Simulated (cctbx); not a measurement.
**Resonant diffraction in Co2PbW3C**

Space group Fd-3m (no. 227, origin choice 1), a = 11.7750 Å, b = 11.7750 Å, c = 11.7750 Å, α = 90.00°, β = 90.00°, γ = 90.00°.

```csv
atom,mult.,x,y,z,Ueq (Å²)
Pb1,16,1/8,1/8,1/8,0.0030
W1,48,0.4367,3/4,1/4,0.0026
Co1,32,0.1680,0.1680,0.3320,0.0042
C1,16,3/8,7/8,1/8,0.0059
```

This is a model crystal, built by substitution and not relaxed, with assumed displacement parameters.

Calculated with cctbx: free-atom f′ and f″ from the Sasaki tables, no fine structure; amplitudes in electrons.

| E (eV) | F 1 1 1 | F 3 3 3 | F 0 2 2 | F 4 2 2 |
| --- | --- | --- | --- | --- |
| 12435 | 103.0 | 1774.5 | 202.8 | 1367.6 |
| 12785 | 109.4 | 1816.9 | 208.3 | 1388.6 |
| 12915 | 116.2 | 1835.7 | 209.8 | 1394.3 |
| 12975 | 123.1 | 1849.3 | 210.3 | 1396.6 |
| 13005 | 130.5 | 1861.1 | 210.6 | 1397.8 |
| 13020 | 138.1 | 1872.0 | 210.8 | 1398.4 |
| 13027 | 145.0 | 1881.1 | 210.9 | 1398.6 |
| 13031 | 152.3 | 1890.4 | 210.9 | 1398.8 |
| 13039 | 136.4 | 1890.6 | 211.0 | 1399.1 |
| 13043 | 123.6 | 1877.5 | 211.0 | 1399.2 |
| 13050 | 113.5 | 1867.1 | 211.1 | 1399.5 |
| 13065 | 103.2 | 1856.6 | 211.2 | 1400.0 |
| 13095 | 93.6 | 1847.1 | 211.5 | 1401.1 |
| 13185 | 82.2 | 1837.1 | 212.3 | 1404.1 |
| 13435 | 73.0 | 1833.2 | 214.1 | 1411.5 |

**Question.** Which edge is crossed, and why do the reflections move as they do?

The L3 edge of Pb. The edge is at 13035 eV. f′ of Pb falls from -12.2 e at 12915 eV to -18.4 e at 4 eV below it, and f″ steps from 3.94 to 10.12 e across it. Over that approach |F| changes by +31 % (1 1 1), +3 % (3 3 3), +1 % (0 2 2) and +0 % (4 2 2): a reflection falls where Pb scatters in phase with the total and rises where it scatters against it; it hardly moves where the Pb term is small or cancels by symmetry. Above the edge the larger f″ enters the imaginary part, where it can add to or cancel the other atoms' f″. The structure is centrosymmetric, so Friedel mates stay equal.

[Logs are printed without paths, hosts, clocks, repeated set-up lines and the standing remarks that a program may print on its own settings, such as how far it seeks lower states.]
